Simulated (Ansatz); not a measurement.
# (ScN)2(TiC)2 [001] superlattice, started as rocksalt type: relaxing the cell for a phonon run

Aim: bring (ScN)2(TiC)2 [001] superlattice, started as rocksalt type to small forces and stress, as phonons need.

Method: DFT PBE, scalar-relativistic, plane waves, PAW, in Ansatz 0.2.0.

The structure was built from a prototype and need not be the compound's stable phase.

## Step 1: The structure

Symmetry: P4/nmm, No. 129, tetragonal system. Conventional cell: a = 3.122 Å, b = 3.122 Å, c = 8.830 Å, α = 90.00°, β = 90.00°, γ = 90.00°. C has 5 Ti at 2.21 Å and 1 Sc at 2.21 Å nearest. N has 1 Ti at 2.21 Å and 5 Sc at 2.21 Å nearest. Nearest to Sc lie 1 C at 2.21 Å and 5 N at 2.21 Å. Nearest to Ti lie 1 N at 2.21 Å and 5 C at 2.21 Å. Farther neighbours and most contacts between anions are not listed.

## Step 2: A coarse first look

A quick single point on a coarse mesh tells whether the cell has a gap and how far it is from rest, which sets the k mesh and smearing that follow.

input.yaml reads:

```yaml
crystal:
  lattice:
    - [2.2075, 2.2075, 0.0]
    - [-2.2075, 2.2075, 0.0]
    - [0.0, 0.0, 8.83]
  atoms:
    - { symbol: C, position: [0.5, 0.5, 0.5] }
    - { symbol: C, position: [0.0, 0.0, 0.75] }
    - { symbol: "N", position: [0.5, 0.5, 0.0] }
    - { symbol: "N", position: [0.0, 0.0, 0.25] }
    - { symbol: Sc, position: [0.0, 0.0, 0.0] }
    - { symbol: Sc, position: [0.5, 0.5, 0.25] }
    - { symbol: Ti, position: [0.0, 0.0, 0.5] }
    - { symbol: Ti, position: [0.5, 0.5, 0.75] }
kpoints:
  mp_grid: { grid: [6, 6, 2] }
hamiltonian:
  xc: pbe
scf:
  occupations: { method: gaussian, width: 0.1 }
output:
  forces: true
  stress: true
  eigenvalues: true
```

Launch:

```console
ansatz run input.yaml --threads 4 --pin off --max-ram 14336MiB --backend cpu --events-out ev --progress --plain --runs-dir out
```

Numbers of over 12 decimals in the logs are rounded to 6 here.

What it wrote:

```text
Engine: ansatz 0.2.0, aarch64-unknown-linux-gnu
Pseudopotentials: kind: paw
Pseudopotential: C, paw, valence charge 4, recommended cutoff 420 eV (normal), C.paw.azcp
Pseudopotential: N, paw, valence charge 5, recommended cutoff 420 eV (normal), N.paw.azcp
Pseudopotential: Sc, paw, valence charge 11, recommended cutoff 420 eV (normal), Sc.paw.azcp
[...]
k-point 0: bands = [... 28 lower, 13.5167, 13.5622, 13.5622, 14.1598, 14.3969, 14.5972, 14.5972, 14.9904, ... 3 higher]
  k-point 1: bands = [... 28 lower, 12.7428, 13.2797, 13.5613, 13.5613, 14.1101, 14.1101, 14.4578, 15.4344, ... 3 higher]
  k-point 2: bands = [... 28 lower, 12.6133, 12.6367, 13.0421, 13.3326, 14.4633, 14.8342, 15.0449, 15.3092, ... 3 higher]
  k-point 19: bands = [... 28 lower, 11.7271, 11.7271, 12.4353, 12.4353, 14.2603, 14.2603, 15.4002, 15.4002, ... 3 higher]
[key lines of the parts left out:]
SCF converged after 6 iterations
Free energy (F): -10551.291975 eV
Fermi energy:    13.443634 eV
P = ⅓ Tr σ = 1.0273 GPa (10.273 kbar)
```

Elapsed: 0.93 s, on 4 threads of Arm Neoverse V2, shared host; peak memory 0.44 GiB; 3.2 s of CPU time.

Numbers from this step:

* pressure: 1.027 GPa
* volume per atom: 10.76 Å³
* gap on the k-mesh: 0 eV

The coarse mesh shows no gap and a pressure of 1.0 GPa.

## Step 3: Rough relaxation

The start is far from rest, so a relaxation with loose tolerances brings it close first.

input.yaml, as its differences from that of step 2:

```diff
@@ -24 +24,6 @@
   eigenvalues: true
+relax:
+  adjacent_minimum: "off"
+  f_tol: 0.05
+  max_steps: 80
+  cell: { stress_tol: 0.5 }
```

What it wrote:

```text
[...]
Crystal: 8 atoms, lattice volume = 86.058 Å³
Basis set: ecut = 420 eV, 1717 PW (Γ), exchange–correlation on 48×48×120 points (8 copies of the dense FFT grid, shifted against one another)
Bands: 40, of which v1, the nominal top of the filled ones, is band 32 counted from 1 (31 counted from 0)
Symmetry: 16 space group operations
[...]
k-points: 20 of 72
[...]
- [2.204150, 2.204150, 0.0]
    - [-2.204150, 2.204150, 0.0]
    - [0.0, 0.0, 8.908105]
  atoms:
    - { symbol: C, position: [0.5, 0.5, 0.505757] }
    - { symbol: C, position: [0, 0, 0.744243] }
    - { symbol: N, position: [0.5, 0.5, -0.00567128] }
    - { symbol: N, position: [0, 0, 0.255671] }
    - { symbol: Sc, position: [0, 0, -0.00192411] }
    - { symbol: Sc, position: [0.5, 0.5, 0.251924] }
    - { symbol: Ti, position: [0, 0, 0.502757] }
    - { symbol: Ti, position: [0.5, 0.5, 0.747243] }
[key lines of the parts left out:]
SCF converged after 6 iterations
Free energy (F): -10551.368780 eV
Fermi energy:    13.335262 eV
P = ⅓ Tr σ = -0.0501 GPa (-0.501 kbar)
```

Run time: 5.6 s. Hardware: 4 threads; peak memory 0.47 GiB.

Step by step:

| step | energy less that of the first step (eV) | largest force component (eV/Å) | pressure (GPa) | volume (Å³) |
| --- | --- | --- | --- | --- |
| 1 | 0.0000 | 0.8047 | 1.03 | 86.06 |
| 2 | -0.0647 | 0.2280 | -0.05 | 86.45 |
| 3 | -0.0755 | 0.0545 | 0.25 | 86.42 |
| 4 | -0.0755 | 0.0397 | -0.07 | 86.56 |
| 5* | -0.0768 | 0.0396 | -0.05 | 86.56 |

Relaxation steps marked * repeat the geometry before them on a plane-wave basis chosen anew for their cell, so energy and pressure can jump there.

Forces are held to the 16 operations that the run works with; a distortion that breaks them can't arise in this run.

| conventional cell, symmetrised | before | after | change |
| --- | --- | --- | --- |
| a (Å) | 3.122 | 3.117 | -0.2 % |
| b (Å) | 3.122 | 3.117 | -0.2 % |
| c (Å) | 8.830 | 8.908 | +0.9 % |
| volume (Å³/atom) | 10.76 | 10.82 | +0.6 % |

The atoms that moved most (Å, as changes of fractional coordinates times the final cell):

| atom | dx | dy | dz | length |
| --- | --- | --- | --- | --- |
| C2 | 0.000 | 0.000 | -0.051 | 0.051 |
| C1 | 0.000 | 0.000 | 0.051 | 0.051 |
| N3 | 0.000 | 0.000 | -0.051 | 0.051 |
| N4 | 0.000 | 0.000 | 0.051 | 0.051 |
| Ti7 | 0.000 | 0.000 | 0.025 | 0.025 |
| Ti8 | 0.000 | 0.000 | -0.025 | 0.025 |
| Sc6 | 0.000 | 0.000 | 0.017 | 0.017 |
| Sc5 | 0.000 | 0.000 | -0.017 | 0.017 |

This step gave:

```
pressure        : -0.05012 GPa
volume per atom : 10.82 Å³
```

In this step the volume went from 10.76 to 10.82 Å³/atom.

## Step 4: Relaxation

Harmonic phonons are second derivatives at a point where the forces vanish, and they are wanted at zero stress, so atoms and cell are relaxed first.

input.yaml reads:

```yaml
crystal:
  lattice:
    - [2.2041501971, 2.2041501971, 0.0]
    - [-2.2041501971, 2.2041501971, 0.0]
    - [0.0, 0.0, 8.9081047328]
  atoms:
    - { symbol: C, position: [0.5, 0.5, 0.5057573359] }
    - { symbol: C, position: [0.0, 0.0, 0.7442426641] }
    - { symbol: "N", position: [0.5, 0.5, -0.0056712836] }
    - { symbol: "N", position: [0.0, 0.0, 0.2556712836] }
    - { symbol: Sc, position: [0.0, 0.0, -0.0019241061] }
    - { symbol: Sc, position: [0.5, 0.5, 0.2519241061] }
    - { symbol: Ti, position: [0.0, 0.0, 0.502757404] }
    - { symbol: Ti, position: [0.5, 0.5, 0.747242596] }
kpoints:
  mp_grid: { grid: [12, 12, 4] }
hamiltonian:
  xc: pbe
scf:
  occupations: { method: gaussian, width: 0.1 }
output:
  forces: true
  stress: true
  eigenvalues: true
relax:
  adjacent_minimum: "off"
  f_tol: 0.005
  max_steps: 80
  cell: { stress_tol: 0.05 }
```

What it wrote:

```text
[...]
Crystal: 8 atoms, lattice volume = 86.556 Å³
Basis set: ecut = 420 eV, 1717 PW (Γ), exchange–correlation on 48×48×120 points (8 copies of the dense FFT grid, shifted against one another)
Bands: 40, of which v1, the nominal top of the filled ones, is band 32 counted from 1 (31 counted from 0)
[... 1 set-up line as in the run before ...]
[...]
k-points: 84 of 576
[...]
SCF iter   1: F=—  HF=-10551.346408 eV  |F-HF|=—  |Δ(HF+E_count)|=         —  Δρ=3.65e-3  dr2=2.29e-2  ethr=1.77e-3  ⟨swp⟩=4.0  Hψ=12364  notcnv=0
[...]
SCF iter   7: F=-10551.342912 eV  HF=-10551.342912 eV  |F-HF|=4.54e-9  |Δ(HF+E_count)|=   5.14e-9  Δρ=5.03e-6  dr2=2.01e-8  ethr=1.56e-10  ⟨swp⟩=7.5  Hψ=13093  notcnv=0
SCF 1 converged in 7 iterations: F = -10551.342912 eV  dr2 = 2.01e-8
[...]
relax step   1: F+E_penalty+E_count = -10551.34291154 eV  Δ(F+E_penalty+E_count) = +0.000e0 eV  max|allowed force component| = 1.297e-1 eV/Å  Δτ_max = 0.0000 Å  P = +0.095 GPa  Ω = 86.556 Å³  (7 SCF iters, dr2 threshold 1.00e-7 eV, accepted)
Crystal: 8 atoms, lattice volume = 86.609 Å³
[...]
SCF iter   6: F=-10551.342250 eV  HF=-10551.342251 eV  |F-HF|=9.68e-8  |Δ(HF+E_count)|=   9.66e-8  Δρ=5.90e-6  dr2=1.19e-7  ethr=1.25e-9  ⟨swp⟩=5.3  Hψ=10916  notcnv=0
SCF 2 converged in 6 iterations: F = -10551.342250 eV  dr2 = 1.19e-7
relax step   2: F+E_penalty+E_count = -10551.34225045 eV  Δ(F+E_penalty+E_count) = +6.611e-4 eV  max|allowed force component| = 1.311e-1 eV/Å  Δτ_max = 0.0111 Å  P = -0.020 GPa  Ω = 86.609 Å³  energy of the carried Pulay correction = -1.124e-4 eV  (6 SCF iters, dr2 threshold 8.00e-7 eV, rejected (line search))
Crystal: 8 atoms, lattice volume = 86.589 Å³
[...]
SCF iter   9: F=-10551.344137 eV  HF=-10551.344137 eV  |F-HF|=7.28e-12  |Δ(HF+E_count)|=  3.09e-11  Δρ=1.44e-7  dr2=1.49e-11  ethr=1.00e-12  ⟨swp⟩=4.1  Hψ=10376  notcnv=0
SCF 3 converged in 9 iterations: F = -10551.344137 eV  dr2 = 1.49e-11
relax step   3: F+E_penalty+E_count = -10551.34413655 eV  Δ(F+E_penalty+E_count) = -1.225e-3 eV  max|allowed force component| = 4.066e-2 eV/Å  Δτ_max = 0.0053 Å  P = +0.027 GPa  Ω = 86.589 Å³  energy of the carried Pulay correction = -6.949e-5 eV  (9 SCF iters, accepted)
[...]
relax step   4: F+E_penalty+E_count = -10551.34424771 eV  Δ(F+E_penalty+E_count) = -1.112e-4 eV  max|allowed force component| = 3.608e-3 eV/Å  Δτ_max = 0.0027 Å  P = +0.023 GPa  Ω = 86.597 Å³  energy of the carried Pulay correction = -8.741e-5 eV  (6 SCF iters, dr2 threshold 1.03e-7 eV, accepted)
[...]
SCF iter  10: F=-10551.344323 eV  HF=-10551.344323 eV  |F-HF|=1.82e-12  |Δ(HF+E_count)|=  3.64e-12  Δρ=1.66e-9  dr2=2.75e-15  ethr=1.00e-12  ⟨swp⟩=1.9  Hψ=7366  notcnv=0
SCF 5 converged in 10 iterations: F = -10551.344323 eV  dr2 = 2.75e-15
relax step   5: F+E_penalty+E_count = -10551.34432326 eV  Δ(F+E_penalty+E_count) = -7.554e-5 eV  max|allowed force component| = 3.635e-3 eV/Å  Δτ_max = 0.0000 Å  P = +0.025 GPa  Ω = 86.597 Å³  stress off target by 3.51e-2 GPa  SCF on the basis re-selected at this cell (its energy is not comparable with the rows above)  (10 SCF iters)
[...]
SCF converged after 10 iterations
Free energy (F): -10551.344323 eV
[...]
Internal energy: -10551.342031 eV  (E = F + TS)
E sigma→0 (E₀):  -10551.343177 eV
Entropy (-TS):   -0.002292 eV (-0.286 meV/atom)
Fermi energy:    13.587728 eV
[...]
--- Forces (eV/Å), atoms counted from 1 ---
  atom   1  C      0.00000000    -0.00000000    -0.00025112
  atom   2  C      0.00000000     0.00000000     0.00025112
  atom   3  N      0.00000000     0.00000000     0.00332007
  atom   4  N      0.00000000     0.00000000    -0.00332007
  atom   5  Sc     0.00000000     0.00000000     0.00037658
  atom   6  Sc     0.00000000     0.00000000    -0.00037658
  atom   7  Ti     0.00000000     0.00000000     0.00363470
  atom   8  Ti     0.00000000     0.00000000    -0.00363470
  max |Σ_I F_I| component: 2.17e-19 eV/Å
--- Stress (GPa, compression-positive) ---
        0.019254      -0.000000       0.000000
       -0.000000       0.019254       0.000000
        0.000000       0.000000       0.035075
  P = ⅓ Tr σ = 0.0245 GPa (0.245 kbar)
--- Band table (eV; the first three rows and the last of 84) ---
  k-point 0: bands = [... 28 lower, 13.3943, 13.3943, 13.5079, 14.0224, 14.2910, 14.6172, 14.6172, 15.0840, ... 4 higher]
  k-point 1: bands = [... 28 lower, 13.3593, 13.3887, 13.3887, 13.4514, 14.2068, 14.3555, 14.3555, 15.2461, ... 4 higher]
  k-point 2: bands = [... 28 lower, 12.6298, 13.2459, 13.3831, 13.3831, 14.1971, 14.1971, 14.3672, 15.1635, ... 4 higher]
  k-point 83: bands = [... 28 lower, 11.8304, 11.8304, 12.3817, 12.3817, 14.2722, 14.2722, 15.2108, 15.2108, ... 4 higher]
--- Relaxed structure (4 steps of the walk, 3 accepted, 1 SCFs on fresh bases) ---
[...]
cell:  # Å, volume = 86.5974 Å³
    - [2.204627, 2.204627, 0.0]
    - [-2.204627, 2.204627, 0.0]
    - [0.0, 0.0, 8.908502]
  atoms:
    - { symbol: C, position: [0.5, 0.5, 0.506653] }
    - { symbol: C, position: [0, 0, 0.743347] }
    - { symbol: N, position: [0.5, 0.5, -0.00542439] }
    - { symbol: N, position: [0, 0, 0.255424] }
    - { symbol: Sc, position: [0, 0, -0.00232267] }
    - { symbol: Sc, position: [0.5, 0.5, 0.252323] }
    - { symbol: Ti, position: [0, 0, 0.502604] }
    - { symbol: Ti, position: [0.5, 0.5, 0.747396] }
```

The job ended after 20 s (4 threads; peak memory 0.6 GiB).

Relaxation path:

| step | energy less that of the first step (eV) | largest force component (eV/Å) | pressure (GPa) | volume (Å³) |
| --- | --- | --- | --- | --- |
| 1 | 0.0000 | 0.1297 | 0.10 | 86.56 |
| 2 | 0.0007 | 0.1311 | -0.02 | 86.61 |
| 3 | -0.0012 | 0.0407 | 0.03 | 86.59 |
| 4 | -0.0013 | 0.0036 | 0.02 | 86.60 |
| 5* | -0.0014 | 0.0036 | 0.02 | 86.60 |

Relaxation steps marked * repeat the geometry before them on a plane-wave basis chosen anew for their cell, so energy and pressure can jump there. Relaxation step 2 was tried and not accepted.

Forces are held to the 16 operations that the run works with; a distortion that breaks them can't arise in this run.

| conventional cell, symmetrised | before | after | change |
| --- | --- | --- | --- |
| a (Å) | 3.117 | 3.118 | +0.0 % |
| b (Å) | 3.117 | 3.118 | +0.0 % |
| c (Å) | 8.908 | 8.909 | +0.0 % |
| volume (Å³/atom) | 10.82 | 10.82 | +0.0 % |

Numbers from this step:

- pressure: 0.02453 GPa

In this step the volume went from 10.82 to 10.82 Å³/atom.

## Step 5: Relaxing to small forces for the phonons

Phonons need a cell at rest on their own settings, so the relaxation is repeated with tight tolerances on forces and stress on the k mesh and occupations of the first response run.

input.yaml reads:

```yaml
crystal:
  lattice:
    - [2.2046266334, 2.2046266334, 0.0]
    - [-2.2046266334, 2.2046266334, 0.0]
    - [0.0, 0.0, 8.9085017096]
  atoms:
    - { symbol: C, position: [0.5, 0.5, 0.5066530641] }
    - { symbol: C, position: [0.0, 0.0, 0.7433469359] }
    - { symbol: "N", position: [0.5, 0.5, -0.0054243914] }
    - { symbol: "N", position: [0.0, 0.0, 0.2554243914] }
    - { symbol: Sc, position: [0.0, 0.0, -0.0023226726] }
    - { symbol: Sc, position: [0.5, 0.5, 0.2523226726] }
    - { symbol: Ti, position: [0.0, 0.0, 0.5026039645] }
    - { symbol: Ti, position: [0.5, 0.5, 0.7473960355] }
kpoints:
  mp_grid: { grid: [12, 12, 4] }
hamiltonian:
  xc: pbe
scf:
  occupations: { method: methfessel_paxton, width: 0.2 }
output:
  forces: true
  stress: true
  eigenvalues: true
relax:
  adjacent_minimum: "off"
  f_tol: 0.001
  max_steps: 60
  cell: { stress_tol: 0.01 }
```

What it wrote:

```text
[...]
Crystal: 8 atoms, lattice volume = 86.597 Å³
Basis set: ecut = 420 eV, 1717 PW (Γ), exchange–correlation on 48×48×120 points (8 copies of the dense FFT grid, shifted against one another)
Bands: 40, of which v1, the nominal top of the filled ones, is band 32 counted from 1 (31 counted from 0)
[... 1 set-up line as in the run before ...]
[...]
k-points: 84 of 576
[...]
- [0.0, 0.0, 8.909151]
  atoms:
    - { symbol: C, position: [0.500000, 0.500000, 0.506668] }
    - { symbol: C, position: [0, 0, 0.743332] }
    - { symbol: N, position: [0.500000, 0.500000, -0.00538831] }
    - { symbol: N, position: [0, 0, 0.255388] }
    - { symbol: Sc, position: [0, 0, -0.00232156] }
    - { symbol: Sc, position: [0.500000, 0.500000, 0.252322] }
    - { symbol: Ti, position: [0, 0, 0.502633] }
    - { symbol: Ti, position: [0.500000, 0.500000, 0.747367] }
[key lines of the parts left out:]
SCF converged after 10 iterations
Free energy (F): -10551.341904 eV
Fermi energy:    13.588358 eV
P = ⅓ Tr σ = -0.0011 GPa (-0.011 kbar)
```

Wall time 18 s (4 threads); peak memory 0.6 GiB; 71 s of CPU time.

Little changed from the start: no atom moved by 0.005 Å and no cell edge by 0.1 %.

Numbers from this step:

* pressure: -0.001096 GPa
* volume per atom: 10.83 Å³

The largest force component left is 0.26 meV/Å and the pressure is -0.001 GPa, within the tolerances set. The cell now holds 10.83 Å³/atom.

## Step 6: Summary of results

| Quantity | Value |
| --- | --- |
| space group after relaxation (within 0.01 Å) | P4/nmm |
| lattice constant a | 3.118 Å |
| lattice constant b | 3.118 Å |
| lattice constant c | 8.909 Å |
| volume per atom | 10.8 Å³ |

**Reading.** The largest force component left is 0.26 meV/Å and the pressure is -0.001 GPa, within the tolerances set. The cell now holds 10.83 Å³/atom. The relaxation keeps the symmetry of its start, so it says nothing on stability against lower symmetry. The starting cell was built on a prototype and not taken from a measurement, so the phase need not exist.

[Logs are printed without paths, hosts, clocks, repeated set-up lines and the standing remarks that a program may print on its own settings, such as how far it seeks lower states.]

[Hosts, paths, dates, database ids (printed as entryN), source tags and the programs' standing remarks are cut or masked in the printed files.]
